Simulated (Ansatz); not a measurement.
# How fast states decay through Al2O5, part 3 of 3

Wanted: the relaxed cell of Al2O5, its band edges and its decay constants. It is built by putting O for Te in the Al2Te5 structure of space group C2/m, with the volume rescaled by atomic radii. The parent structure comes from the Materials Project.

Ansatz 0.2.0; r2SCAN DFT, plane waves, PAW files (the session's first sound run).

So far, gap on path (eV): step 3 (the bulk crystal and its band edges, r2SCAN) 0.397; step 5 (PBEsol, cutoff 420 eV) 0.303.

The structure was built from a prototype and need not be the compound's stable phase.

## (6) Complex bands at another level, cutoff 420 eV

This step: PBEsol DFT, plane waves, PAW files; complex bands by layer matching along the plane's normal (Ansatz 0.2.0).

The complex bands at that level, over its own gap, at (0, 0) and (0, -0.5).

File input.yaml:

```yaml
crystal:
  lattice:
    - [2.991097357, 0.0, 0.0]
    - [1.495548678, 4.912095319, 0.0]
    - [1.495548678, -1.664565943, 5.359467896]
  atoms:
    - { symbol: Al, position: [0.5797400012, 0.1576210041, 0.6828989935] }
    - { symbol: Al, position: [0.4202599988, 0.8423789959, 0.3171010065] }
    - { symbol: O, position: [0.366113603, 0.2557435298, 0.0120292642] }
    - { symbol: O, position: [0.633886397, 0.7442564702, 0.9879707358] }
    - { symbol: O, position: [0.0, 0.0, 0.0] }
    - { symbol: O, position: [0.877567201, 0.7873891736, 0.4574764244] }
    - { symbol: O, position: [0.122432799, 0.2126108264, 0.5425235756] }
kpoints:
  mp_grid: { grid: [8, 8, 8] }
scf:
  occupations: { method: fixed }
hamiltonian:
  xc: pbesol
output:
  eigenvalues: true
  transmission:
    leads: [[0, 0]]
    kpoints: [[0.0, 0.0], [0.0, -0.5]]
    e_range: [-1.0, 1.3]
    de: 0.05
```

Launch:

```console
> ansatz run input.yaml --threads 2 --pin off --max-ram 4096MiB --backend cpu --events-out ev --progress --plain --runs-dir out
```

Numbers of over 12 decimals in the logs are rounded to 6 here.

What it wrote:

```text
[...]
Crystal: 7 atoms, lattice volume = 78.744 Å³
Basis set: ecut = 420 eV, 1525 PW (Γ)
Bands: 25, of which v1, the nominal top of the filled ones, is band 18 counted from 1 (17 counted from 0)
Symmetry: 4 space group operations
[...]
k-points: 150 of 512
[...]
SCF iter   1: F=—  HF=-3850.496422 eV  |F-HF|=—  |Δ(HF+E_count)|=         —  Δρ=1.49e-2  dr2=1.51e-1  ethr=1.77e-3  ⟨swp⟩=4.1  Hψ=15601  notcnv=0  defer=750
[...]
SCF iter   8: F=-3850.461184 eV  HF=-3850.461184 eV  |F-HF|=7.00e-8  |Δ(HF+E_count)|=   8.32e-7  Δρ=6.58e-6  dr2=5.79e-8  ethr=2.78e-10  ⟨swp⟩=7.5  Hψ=17393  notcnv=0
SCF 1 converged in 8 iterations: F = -3850.461184 eV  dr2 = 5.79e-8
[...]
transmission: 7 of 14 steps passed
transmission: 14 of 14 steps passed
SCF converged after 8 iterations
Free energy (F): -3850.461184 eV
[...]
Internal energy: -3850.461184 eV  (E = F + TS)
E sigma→0 (E₀):  -3850.461184 eV
Fermi energy:    3.254041 eV
[...]
--- Band table (eV; the first three rows and the last of 150) ---
  k-point 0: bands = [... 14 lower, 2.1518, 2.3281, 2.3299, 3.2537, 4.6924, 5.5797, 8.2502, 11.6841, ... 3 higher]
  k-point 1: bands = [... 14 lower, 2.0777, 2.3324, 2.3877, 3.2327, 4.6944, 5.5791, 8.4473, 11.7091, ... 3 higher]
  k-point 2: bands = [... 14 lower, 1.8835, 2.3429, 2.5106, 3.1747, 4.6999, 5.5782, 8.9549, 11.7692, ... 3 higher]
  k-point 149: bands = [... 14 lower, 2.0858, 2.2128, 2.5220, 2.7709, 5.6595, 5.7794, 11.9334, 12.0369, ... 3 higher]
--- Transmission ---
  basis      : 125 plane waves across, 7 finite elements along
  points     : 2, as listed
[...]
crystal 0  : O5Al2, at the sites [0, 0], period 5.3595 Å: whole cells are its period
[...]
channels       : 0.000000e0 a spin
[...]
slowest decay  : 0.3416 /Å at (0.0000, 0.0000)
```

Run time: 11 s. Hardware: 2 threads of Arm Neoverse V2, shared host; peak memory 0.45 GiB.

This step gave:

```
free energy                                               : -3850.4612 eV
level to which the leads are filled                       : 0.1730 eV from the Fermi level
decay constant at the filling level, zone centre          : 0.3416 Å⁻¹
decay constant at the filling level, slowest listed point : 0.3416 Å⁻¹
```

K parallel (0, 0); values up to 1.5 1/Å, a degenerate pair printed once or twice; energies at which all values exceed this have no row. Table of Im kz of the slowest decaying states by energy, zero at the highest filled level on the SCF mesh:

| energy (eV) | decay 1 (Å⁻¹) | decay 2 (Å⁻¹) | decay 3 (Å⁻¹) | decay 4 (Å⁻¹) |
| --- | --- | --- | --- | --- |
| -1.000 | 0.123 | 0.266 | 0.442 | 0.997 |
| -0.900 | 0.287 | 0.975 | 1.06 | 1.44 |
| -0.750 | 0.323 | 0.616 | 0.949 | 1.05 |
| -0.650 | 0.344 | 0.731 | 0.935 | 1.04 |
| -0.550 | 0.0166 | 0.362 | 0.821 | 0.923 |
| -0.400 | 0.161 | 0.386 | 0.909 | 0.965 |
| -0.300 | 0.151 | 0.400 | 0.901 | 0.987 |
| -0.200 | 0.413 | 0.894 | 1.01 | - |
| -0.100 | 0.425 | 0.887 | 1.02 | - |
| 0.000 | 0.0381 | 0.437 | 0.882 | 1.04 |
| 0.050 | 0.219 | 0.445 | 0.879 | 1.04 |
| 0.150 | 0.342 | 0.470 | 0.873 | 1.06 |
| 0.250 | 0.385 | 0.508 | 0.867 | 1.07 |
| 0.400 | 0.408 | 0.567 | 0.854 | 1.08 |
| 0.500 | 0.416 | 0.557 | 0.654 | 0.841 |
| 0.600 | 0.422 | 0.550 | 0.753 | 0.805 |
| 0.700 | 0.426 | 0.550 | 0.806 | 1.11 |
| 0.850 | 0.433 | 0.547 | 0.842 | 1.11 |
| 0.950 | 0.439 | 0.541 | 0.866 | 1.12 |
| 1.050 | 0.448 | 0.527 | 0.891 | 1.12 |
| 1.200 | 0.475 | 0.938 | 1.02 | 1.13 |
| 1.300 | 0.451 | 0.950 | 0.957 | 1.13 |

K parallel (0, -0.5); values up to 1.5 1/Å, a degenerate pair printed once or twice; energies at which all values exceed this have no row. Im kz of the slowest decaying states against energy, zero at the highest filled level on the SCF mesh:

| energy (eV) | decay 1 (Å⁻¹) | decay 2 (Å⁻¹) | decay 3 (Å⁻¹) | decay 4 (Å⁻¹) |
| --- | --- | --- | --- | --- |
| -1.000 | 0.0776 | 0.332 | 0.946 | 0.990 |
| -0.900 | 0.0614 | 0.362 | 0.903 | 0.964 |
| -0.750 | 0.114 | 0.225 | 0.401 | 0.777 |
| -0.650 | 0.231 | 0.323 | 0.423 | 0.515 |
| -0.550 | 0.295 | 0.387 | 0.439 | 0.685 |
| -0.400 | 0.366 | 0.452 | 0.455 | 0.755 |
| -0.300 | 0.408 | 0.469 | 0.477 | 0.655 |
| -0.200 | 0.411 | 0.473 | 0.499 | 1.04 |
| -0.100 | 0.405 | 0.520 | 1.06 | 1.09 |
| 0.000 | 0.421 | 0.631 | 1.08 | 1.08 |
| 0.050 | 0.42 | 0.662 | 1.08 | 1.08 |
| 0.150 | 0.406 | 0.708 | 1.07 | 1.09 |
| 0.250 | 0.365 | 0.742 | 1.07 | 1.10 |
| 0.400 | 0.197 | 0.354 | 0.781 | 1.06 |
| 0.500 | 0.394 | 0.445 | 0.770 | 0.832 |
| 0.600 | 0.415 | 0.551 | 0.768 | 0.868 |
| 0.700 | 0.430 | 0.625 | 0.770 | 0.894 |
| 0.850 | 0.447 | 0.712 | 0.768 | 0.923 |
| 0.950 | 0.455 | 0.764 | 0.939 | 0.974 |
| 1.050 | 0.463 | 0.784 | 0.952 | 0.972 |
| 1.200 | 0.473 | 0.810 | 0.969 | 0.973 |
| 1.300 | 0.478 | 0.826 | 0.975 | 0.978 |

At the listed wavevectors the last open channel is at -0.05 eV and the next at +0.35 eV on the grid. At +0.15 eV, the grid energy nearest the filling level (the middle of the gap on the SCF mesh), the slowest state at the listed wavevectors decays with κ = 0.342 Å⁻¹, its amplitude falling by e over 2.9 Å; the first such run, plane (001), gave 0.423 Å⁻¹ over as many of its listed wavevectors.

## (7) Outcome

```yaml
band_gap: 0.397 eV
least_decay_constant_at_mid_gap_normal_to_001: 0.423 Å⁻¹
least_decay_constant_pbesol: 0.342 Å⁻¹
```

With r2SCAN, the slowest decay at the wavevectors tried is κ = 0.423 Å⁻¹, normal to (001). Through such a film the transmission near mid-gap falls as exp(−2κd), a factor of ten every 2.7 Å. A free electron under a barrier of half the gap would need a mass of 3.4 mₑ to decay at this rate. With PBEsol the gap goes from 0.397 to 0.303 eV and the decay constant, over the first 2 listed wavevectors, from 0.423 to 0.342 Å⁻¹. The compound is made up by substitution; its stability against other phases and against distortions of the cell's symmetry was not tested. r2SCAN still narrows gaps, if less than LDA and GGA do, so real decay constants are likely larger.

[Logs are printed without paths, hosts, clocks, repeated set-up lines and the standing remarks that a program may print on its own settings, such as how far it seeks lower states.]

[Hosts, paths, dates, database ids (printed as entryN), source tags and the programs' standing remarks are cut or masked in the printed files.]
